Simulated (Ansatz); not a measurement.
# Decaying states in the gap of La2SOF2, part 2 of 3

Aim: relax a made-up compound, La2SOF2, and see how good a tunnel barrier it would be. It is built by putting S for part of the O in the LaOF structure of space group P4/nmm, with the volume rescaled by atomic radii. The parent structure comes from the Materials Project.

Ansatz 0.2.0; PBE DFT, plane waves, PAW files (the session's first sound run).

So far, gap on the k-mesh (eV): step 3 (band edges) 3.17.

The structure was built from a prototype and need not be the compound's stable phase.

## Step 4: Decaying states in the gap, plane (110), k-mesh 4×8×8

This step: PBE DFT, plane waves, PAW files; complex bands by layer matching along the plane's normal (Ansatz 0.2.0).

The same crystal is laid in a cell whose first two vectors span the (110) plane (indices of the standard conventional cell, whose axes can be ordered otherwise than in the bulk input). At fixed energy and wavevector in the plane the solver finds all kz, real and complex. A few wavevectors are listed, (0, 0) and (-0.5, 0) in units of the plane's reciprocal vectors; the slowest state needn't be among them.

Input file input.yaml:

```yaml
crystal:
  lattice:
    - [6.123669134, 0.0, 0.0]
    - [0.0, 6.198763064, 0.0]
    - [0.0, 3.099381532, 3.099381532]
  atoms:
    - { symbol: La, position: [0.7394317368, 0.0, 0.5] }
    - { symbol: La, position: [0.2605682632, 0.5, 0.5] }
    - { symbol: O, position: [0.5, 0.0, 0.0] }
    - { symbol: S, position: [0.5, 0.5, 0.0] }
    - { symbol: F, position: [0.0, 0.5, 0.0] }
    - { symbol: F, position: [0.0, 0.0, 0.0] }
kpoints:
  mp_grid: { grid: [4, 8, 8] }
scf:
  occupations: { method: fixed }
hamiltonian:
  xc: pbe
output:
  eigenvalues: true
  transmission:
    leads: [[0, 0]]
    kpoints: [[0.0, 0.0], [-0.5, 0.0]]
    e_range: [-1.0, 4.13]
    de: 0.1
```

Started as:

```
ansatz run input.yaml --threads 2 --pin off --max-ram 4096MiB --backend cpu --events-out ev --progress --plain --runs-dir out
```

Numbers of over 12 decimals in the logs are rounded to 6 here.

The log of the run:

```text
[...]
Crystal: 6 atoms, lattice volume = 117.650 Å³
Basis set: ecut = 420 eV, 2325 PW (Γ)
Bands: 30, of which v1, the nominal top of the filled ones, is band 24 counted from 1 (23 counted from 0)
Symmetry: 8 space group operations
[...]
k-points: 45 of 256 (time reversal used)
[...]
SCF iter   1: F=—  HF=-15597.282581 eV  |F-HF|=—  |Δ(HF+E_count)|=         —  Δρ=3.50e-3  dr2=2.03e-2  ethr=1.77e-3  ⟨swp⟩=6.0  Hψ=5603  notcnv=0  defer=113
[...]
SCF iter   8: F=-15597.281349 eV  HF=-15597.281349 eV  |F-HF|=9.60e-9  |Δ(HF+E_count)|=   5.00e-7  Δρ=7.97e-6  dr2=4.89e-8  ethr=2.08e-10  ⟨swp⟩=15.8  Hψ=6705  notcnv=0
SCF 1 converged in 8 iterations: F = -15597.281349 eV  dr2 = 4.89e-8
[...]
transmission: 4 of 8 steps passed
transmission: 8 of 8 steps passed
SCF converged after 8 iterations
Free energy (F): -15597.281349 eV
[...]
Internal energy: -15597.281349 eV  (E = F + TS)
E sigma→0 (E₀):  -15597.281349 eV
Fermi energy:    7.726148 eV
[...]
--- Band table (eV; the first three rows and the last of 45) ---
  k-point 0: bands = [... 20 lower, 5.8851, 6.5985, 7.5357, 7.5357, 11.0896, 11.1509, 11.2884, 11.3049, ... 2 higher]
  k-point 1: bands = [... 20 lower, 6.0178, 6.6535, 7.0554, 7.6000, 11.0386, 11.1695, 11.2902, 11.3245, ... 2 higher]
  k-point 2: bands = [... 20 lower, 6.2816, 6.5307, 6.8173, 7.6988, 10.9276, 11.1732, 11.2666, 11.3128, ... 2 higher]
  k-point 44: bands = [... 20 lower, 6.0103, 6.5169, 6.9304, 6.9859, 10.9832, 11.0765, 11.2853, 11.3191, ... 2 higher]
--- Transmission ---
  basis      : 337 plane waves across, 4 finite elements along
  points     : 2, as listed
  energies   : 52 from -1.000000 to 4.100000 eV about the Fermi level, 0.100000 eV apart; the leads are filled to 1.562688 eV, and channels, transmission and decay are at 1.600000 eV
  crystal 0  : O1S1F2La2, at the sites [0, 0], period 3.0994 Å: whole cells are its period
    offset         : up to 0.0000 Å between an atom of the period and one for which it stands
    channels       : 0.000000e0 a spin
    conductance    : none, the energies end too early or step too widely for 300 K: set another output.transmission.e_range or a lower de, or, where they end at an eighth of basis.ecutwfc, a higher one
    slowest decay  : 0.3043 /Å at (0.0000, 0.0000)
```

The job ended after 51 s (2 threads of AMD EPYC 9R14 (Zen 4), shared host; peak memory 1.2 GiB).

This step gave:

```yaml
free_energy: -15597.2813 eV
fermi_energy: 7.726 eV
gap_on_the_k_mesh: 3.125 eV
level_to_which_the_leads_are_filled: 1.563 eV from the Fermi level
decay_constant_at_the_filling_level_zone_centre: 0.3043 Å⁻¹
decay_constant_at_the_filling_level_slowest_listed_point: 0.3043 Å⁻¹
```

K parallel (0, 0); values up to 1.5 1/Å, a degenerate pair printed once or twice; energies at which all values exceed this have no row. The Im kz of the slowest decaying states by energy, zero at the highest filled level on the SCF mesh:

```
energy (eV)  decay 1 (Å⁻¹)  decay 2 (Å⁻¹)  decay 3 (Å⁻¹)  decay 4 (Å⁻¹)
    -1.0000          0.602          0.633          0.748          0.794
    -0.8000          0.140          0.556          0.633          0.642
    -0.5000          0.159          0.348          0.436          0.595
    -0.3000          0.143          0.286          0.529          0.712
     0.0000          0.113          0.138          0.153          0.577
     0.2000          0.189          0.209          0.331          0.596
     0.5000          0.237          0.262          0.455          0.612
     0.7000          0.259          0.287          0.506          0.616
     1.0000          0.282          0.316          0.559          0.616
     1.2000          0.293          0.330          0.584          0.613
     1.5000          0.302          0.345          0.606          0.606
     1.7000          0.305          0.353          0.601          0.611
     2.0000          0.305          0.361          0.592          0.595
     2.2000          0.301          0.363          0.566          0.586
     2.5000          0.289          0.365          0.515          0.533
     2.7000          0.276          0.364          0.472          0.474
     3.0000          0.244          0.331          0.382          0.394
     3.2000          0.206          0.297          0.310          0.467
     3.5000         0.0428         0.0862          0.121          0.131
     3.7000         0.0550          0.110          0.231          0.282
     4.0000         0.0648          0.390          0.484          0.543
```

K parallel (-0.5, 0); values up to 1.5 1/Å, a degenerate pair printed once or twice; energies at which all values exceed this have no row. Table of Im kz of the slowest decaying states by energy, zero at the highest filled level on the SCF mesh:

| energy (eV) | decay 1 (Å⁻¹) | decay 2 (Å⁻¹) | decay 3 (Å⁻¹) | decay 4 (Å⁻¹) |
| --- | --- | --- | --- | --- |
| -1.0000 | 0.0427 | 0.520 | 0.538 | 0.623 |
| -0.8000 | 0.190 | 0.529 | 0.541 | 0.575 |
| -0.5000 | 0.182 | 0.344 | 0.488 | 0.514 |
| -0.3000 | 0.150 | 0.376 | 0.509 | 0.543 |
| 0.0000 | 0.0221 | 0.114 | 0.179 | 0.513 |
| 0.2000 | 0.186 | 0.242 | 0.338 | 0.521 |
| 0.5000 | 0.249 | 0.303 | 0.465 | 0.513 |
| 0.7000 | 0.279 | 0.333 | 0.507 | 0.514 |
| 1.0000 | 0.312 | 0.367 | 0.495 | 0.562 |
| 1.2000 | 0.328 | 0.384 | 0.485 | 0.571 |
| 1.5000 | 0.346 | 0.404 | 0.467 | 0.569 |
| 1.7000 | 0.354 | 0.414 | 0.451 | 0.563 |
| 2.0000 | 0.360 | 0.422 | 0.425 | 0.552 |
| 2.2000 | 0.360 | 0.398 | 0.429 | 0.543 |
| 2.5000 | 0.353 | 0.353 | 0.430 | 0.527 |
| 2.7000 | 0.313 | 0.342 | 0.427 | 0.516 |
| 3.0000 | 0.205 | 0.304 | 0.360 | 0.408 |
| 3.2000 | 0.161 | 0.244 | 0.371 | 0.489 |
| 3.5000 | 0.230 | 0.284 | 0.407 | 0.446 |
| 3.7000 | 0.198 | 0.313 | 0.324 | 0.457 |
| 4.0000 | 0.216 | 0.218 | 0.312 | 0.373 |

At the listed wavevectors the last open channel is at -0.10 eV and the next at +3.20 eV on the grid. At +1.60 eV, the grid energy nearest the filling level (the middle of the gap on the SCF mesh), the slowest state at the listed wavevectors decays with κ = 0.304 Å⁻¹, its amplitude falling by e over 3.3 Å. Through 1 nm of this crystal that state's transmission falls by exp(−2 × 0.304 Å⁻¹ × 10 Å) = 0.0023.

## Step 5: Decay over the two-dimensional zone

The listed points could miss the slowest state, so one energy near mid-gap is solved on a mesh of 8×12.

input.yaml: that of step 4 with these lines changed.

```diff
@@ -20,6 +20,2 @@
   eigenvalues: true
-  transmission:
-    leads: [[0, 0]]
-    kpoints: [[0.0, 0.0], [-0.5, 0.0]]
-    e_range: [-1.0, 4.13]
-    de: 0.1
+  transmission: { leads: [[0, 0]], kmesh: [8, 12], e_range: [1.56, 1.57], de: 0.05 }
```

The log of the run:

```text
[...]
Crystal: 6 atoms, lattice volume = 117.650 Å³
Basis set: ecut = 420 eV, 2325 PW (Γ)
Bands: 30, of which v1, the nominal top of the filled ones, is band 24 counted from 1 (23 counted from 0)
Symmetry: 8 space group operations
[...]
k-points: 45 of 256 (time reversal used)
[...]
SCF iter   1: F=—  HF=-15597.282581 eV  |F-HF|=—  |Δ(HF+E_count)|=         —  Δρ=3.50e-3  dr2=2.03e-2  ethr=1.77e-3  ⟨swp⟩=6.0  Hψ=5603  notcnv=0  defer=113
[...]
SCF iter   8: F=-15597.281349 eV  HF=-15597.281349 eV  |F-HF|=9.60e-9  |Δ(HF+E_count)|=   5.00e-7  Δρ=7.97e-6  dr2=4.89e-8  ethr=2.08e-10  ⟨swp⟩=15.8  Hψ=6705  notcnv=0
SCF 1 converged in 8 iterations: F = -15597.281349 eV  dr2 = 4.89e-8
[...]
transmission: 32 of 200 steps passed
transmission: 48 of 200 steps passed
[...]
transmission: 200 of 200 steps passed
SCF converged after 8 iterations
Free energy (F): -15597.281349 eV
[...]
Internal energy: -15597.281349 eV  (E = F + TS)
E sigma→0 (E₀):  -15597.281349 eV
Fermi energy:    7.726148 eV
[...]
--- Band table (eV; the first three rows and the last of 45) ---
  k-point 0: bands = [... 20 lower, 5.8851, 6.5985, 7.5357, 7.5357, 11.0896, 11.1509, 11.2884, 11.3049, ... 2 higher]
  k-point 1: bands = [... 20 lower, 6.0178, 6.6535, 7.0554, 7.6000, 11.0386, 11.1695, 11.2902, 11.3245, ... 2 higher]
  k-point 2: bands = [... 20 lower, 6.2816, 6.5307, 6.8173, 7.6988, 10.9276, 11.1732, 11.2666, 11.3128, ... 2 higher]
  k-point 44: bands = [... 20 lower, 6.0103, 6.5169, 6.9304, 6.9859, 10.9832, 11.0765, 11.2853, 11.3191, ... 2 higher]
--- Transmission ---
  basis      : 337 plane waves across, 4 finite elements along
  points     : 50, standing for a mesh of 8 x 12
  energies   : 1 from 1.560000 to 1.560000 eV about the Fermi level; the leads are filled to 1.562688 eV, and channels, transmission and decay are at 1.560000 eV
  crystal 0  : O1S1F2La2, at the sites [0, 0], period 3.0994 Å: whole cells are its period
[...]
channels       : 0.000000e0 a spin
    conductance    : none, crystal 0 has no channel at the energies, or these end too early or step too widely for 300 K: set another output.transmission.e_range or a lower de, or, where they end at an eighth of basis.ecutwfc, a higher one
    slowest decay  : 0.3036 /Å at (0.0000, 0.0000)
```

Wall time 87 s (2 threads); peak memory 1.1 GiB.

This step gave:

```
least decay constant on the mesh : 0.3036 Å⁻¹
```

Slowest decay constant (1/Å; 0 where a channel is open) over k1 and k2. At 1.5600 eV from the Fermi level.

Ten even steps from '_' (0.304) to '@' (0.417):
```
%%%%**++++++**%%
##**++==--==++**
**++--::::::--++
====::..__..::==
==--::______::--
----..______..--
==--::______::--
====::..__..::==
**++--::::::--++
##**++==--==++**
%%%%**++++++**%%
@@@@%%######%%@@
```
Columns: k1 (b1) from -0.5 to 0.375; rows upwards: k2 (b2) from -0.5 to 0.417.

The least value on the mesh is 0.304 Å⁻¹ at +1.56 eV. At that energy the listed points give about 0.304 Å⁻¹ by interpolation, so the mesh holds no clearly slower state.

## Step 6: Complex bands, plane (001), k-mesh 6×6×4

The same for the (001) plane, at (0, 0), (0.3802, 0.3802) and (0.25, 0.25), to see how the decay depends on direction.

Input file input.yaml:

```yaml
crystal:
  lattice:
    - [4.383187398, 0.0, 0.0]
    - [0.0, 4.383187398, 0.0]
    - [0.0, 0.0, 6.123669134]
  atoms:
    - { symbol: La, position: [0.5, 0.0, 0.7394317368] }
    - { symbol: La, position: [0.0, 0.5, 0.2605682632] }
    - { symbol: O, position: [0.0, 0.0, 0.5] }
    - { symbol: S, position: [0.5, 0.5, 0.5] }
    - { symbol: F, position: [0.5, 0.5, 0.0] }
    - { symbol: F, position: [0.0, 0.0, 0.0] }
kpoints:
  mp_grid: { grid: [6, 6, 4] }
scf:
  occupations: { method: fixed }
hamiltonian:
  xc: pbe
output:
  eigenvalues: true
  transmission:
    leads: [[0, 0]]
    kpoints: [[0.0, 0.0], [0.3802, 0.3802], [0.25, 0.25]]
    e_range: [-1.0, 4.13]
    de: 0.13
```

The log of the run:

```text
[...]
Crystal: 6 atoms, lattice volume = 117.650 Å³
Basis set: ecut = 420 eV, 2325 PW (Γ)
Bands: 30, of which v1, the nominal top of the filled ones, is band 24 counted from 1 (23 counted from 0)
Symmetry: 8 space group operations
[...]
k-points: 30 of 144 (time reversal used)
[...]
SCF iter   1: F=—  HF=-15597.282297 eV  |F-HF|=—  |Δ(HF+E_count)|=         —  Δρ=3.49e-3  dr2=2.03e-2  ethr=1.77e-3  ⟨swp⟩=5.9  Hψ=3746  notcnv=0  defer=70
[...]
SCF iter   8: F=-15597.281097 eV  HF=-15597.281097 eV  |F-HF|=2.84e-8  |Δ(HF+E_count)|=   5.01e-7  Δρ=9.68e-6  dr2=7.00e-8  ethr=2.08e-10  ⟨swp⟩=15.2  Hψ=4522  notcnv=0
SCF 1 converged in 8 iterations: F = -15597.281097 eV  dr2 = 7.00e-8
[...]
transmission: 8 of 24 steps passed
transmission: 16 of 24 steps passed
transmission: 24 of 24 steps passed
SCF converged after 8 iterations
Free energy (F): -15597.281097 eV
[...]
Internal energy: -15597.281097 eV  (E = F + TS)
E sigma→0 (E₀):  -15597.281097 eV
Fermi energy:    7.697195 eV
[...]
--- Band table (eV; the first three rows and the last of 30) ---
  k-point 0: bands = [... 20 lower, 5.8851, 6.5985, 7.5357, 7.5357, 11.0896, 11.1508, 11.2883, 11.3049, ... 2 higher]
  k-point 1: bands = [... 20 lower, 5.5643, 6.3887, 7.5778, 7.5778, 11.0940, 11.1187, 11.3241, 11.3241, ... 2 higher]
  k-point 2: bands = [... 20 lower, 5.5587, 6.1794, 7.6182, 7.6182, 11.0994, 11.1707, 11.3267, 11.3502, ... 2 higher]
  k-point 29: bands = [... 20 lower, 6.7164, 7.0743, 7.5164, 7.5164, 10.8859, 10.8859, 11.1577, 11.2466, ... 2 higher]
--- Transmission ---
  basis      : 177 plane waves across, 8 finite elements along
  points     : 3, as listed
[...]
crystal 0  : La2F2O1S1, at the sites [0, 0], period 6.1237 Å: whole cells are its period
[...]
channels       : 0.000000e0 a spin
[...]
slowest decay  : 0.4442 /Å at (0.0000, 0.0000)
```

The job ended after 15 s (2 threads; peak memory 0.67 GiB; 30 s of CPU time).

Numbers from this step:

- free energy: -15597.2811 eV
- Fermi energy: 7.697 eV
- gap on the k-mesh: 3.174 eV
- level to which the leads are filled: 1.587 eV from the Fermi level
- decay constant at the filling level, zone centre: 0.4442 Å⁻¹
- decay constant at the filling level, slowest listed point: 0.4442 Å⁻¹

K parallel (0, 0); values up to 1.5 1/Å, a degenerate pair printed once or twice; energies at which all values exceed this have no row. Table of Im kz of the slowest decaying states by energy, zero at the highest filled level on the SCF mesh:

```csv
energy (eV),decay 1 (Å⁻¹),decay 2 (Å⁻¹),decay 3 (Å⁻¹),decay 4 (Å⁻¹)
-1.00,0.152,0.301,0.539,0.776
-0.74,0.265,0.338,0.506,0.787
-0.48,0.322,0.370,0.438,0.792
-0.22,0.242,0.359,0.398,0.792
0.04,0.346,0.384,0.423,0.762
0.30,0.403,0.444,0.531,0.730
0.56,0.418,0.463,0.660,0.694
0.82,0.430,0.482,0.652,0.721
1.08,0.439,0.509,0.596,0.741
1.34,0.444,0.537,0.754,0.771
1.60,0.444,0.518,0.749,0.763
1.73,0.443,0.508,0.738,0.766
1.99,0.436,0.486,0.715,0.769
2.25,0.424,0.460,0.693,0.768
2.51,0.405,0.429,0.671,0.761
2.77,0.380,0.390,0.650,0.747
3.03,0.335,0.346,0.632,0.723
3.29,0.231,0.305,0.619,0.676
3.55,0.0784,0.202,0.272,0.277
3.81,0.0667,0.224,0.303,0.400
4.07,0.108,0.281,0.476,0.551
```

K parallel (0.3802, 0.3802); values up to 1.5 1/Å, a degenerate pair printed once or twice; energies at which all values exceed this have no row. Table of Im kz of the slowest decaying states by energy, zero at the highest filled level on the SCF mesh:

| energy (eV) | decay 1 (Å⁻¹) | decay 2 (Å⁻¹) | decay 3 (Å⁻¹) | decay 4 (Å⁻¹) |
| --- | --- | --- | --- | --- |
| -1.00 | 0.169 | 0.458 | 0.807 | 0.833 |
| -0.61 | 0.198 | 0.274 | 0.664 | 0.811 |
| -0.22 | 0.448 | 0.502 | 0.618 | 0.791 |
| 0.04 | 0.482 | 0.556 | 0.647 | 0.772 |
| 0.43 | 0.522 | 0.682 | 0.744 | 0.833 |
| 0.82 | 0.543 | 0.706 | 0.715 | 0.878 |
| 1.21 | 0.554 | 0.684 | 0.721 | 0.896 |
| 1.60 | 0.556 | 0.646 | 0.727 | 0.907 |
| 1.86 | 0.553 | 0.617 | 0.726 | 0.914 |
| 2.25 | 0.538 | 0.562 | 0.713 | 0.934 |
| 2.64 | 0.480 | 0.507 | 0.681 | 0.866 |
| 3.03 | 0.303 | 0.435 | 0.609 | 0.648 |
| 3.29 | 0.0796 | 0.297 | 0.504 | 0.563 |
| 3.68 | 0.204 | 0.325 | 0.369 | 0.491 |
| 4.07 | 0.0274 | 0.214 | 0.464 | 0.521 |

K parallel (0.25, 0.25); values up to 1.5 1/Å, a degenerate pair printed once or twice; energies at which all values exceed this have no row. Table of Im kz of the slowest decaying states by energy, zero at the highest filled level on the SCF mesh:

```
energy (eV)  decay 1 (Å⁻¹)  decay 2 (Å⁻¹)  decay 3 (Å⁻¹)  decay 4 (Å⁻¹)
      -1.00          0.340          0.533          0.577          0.692
      -0.74          0.252          0.400          0.586          0.590
      -0.61          0.318          0.439          0.567          0.604
      -0.35          0.383          0.505          0.622          0.798
      -0.22          0.404          0.489          0.628          0.808
       0.04          0.196          0.420          0.486          0.637
       0.17          0.436          0.499          0.517          0.641
       0.43          0.455          0.553          0.632          0.721
       0.56          0.462          0.566          0.631          0.791
       0.82          0.473          0.587          0.628          0.836
       1.08          0.481          0.602          0.622          0.872
       1.21          0.483          0.608          0.618          0.888
       1.47          0.486          0.607          0.618          0.917
       1.60          0.486          0.601          0.622          0.931
       1.86          0.484          0.584          0.628          0.925
       1.99          0.482          0.574          0.629          0.907
       2.25          0.475          0.550          0.631          0.879
       2.51          0.463          0.517          0.630          0.854
       2.64          0.455          0.494          0.629          0.842
       2.90          0.427          0.434          0.622          0.815
       3.03          0.371          0.419          0.616          0.798
       3.29          0.280          0.374          0.578          0.716
       3.42          0.229          0.384          0.522          0.635
       3.68         0.0318          0.188          0.252          0.497
       3.81          0.104          0.172          0.293          0.565
       4.07          0.253          0.304          0.314          0.489
```

At the listed wavevectors the last open channel is at -0.09 eV and the next at +3.16 eV on the grid. At +1.60 eV, the grid energy nearest the filling level (the middle of the gap on the SCF mesh), the slowest state at the listed wavevectors decays with κ = 0.444 Å⁻¹, its amplitude falling by e over 2.3 Å; the first such run, plane (110), gave 0.304 Å⁻¹.

(Part 2 of 3 ends here.)

[Logs are printed without paths, hosts, clocks, repeated set-up lines and the standing remarks that a program may print on its own settings, such as how far it seeks lower states.]

[Hosts, paths, dates, database ids (printed as entryN), source tags and the programs' standing remarks are cut or masked in the printed files.]
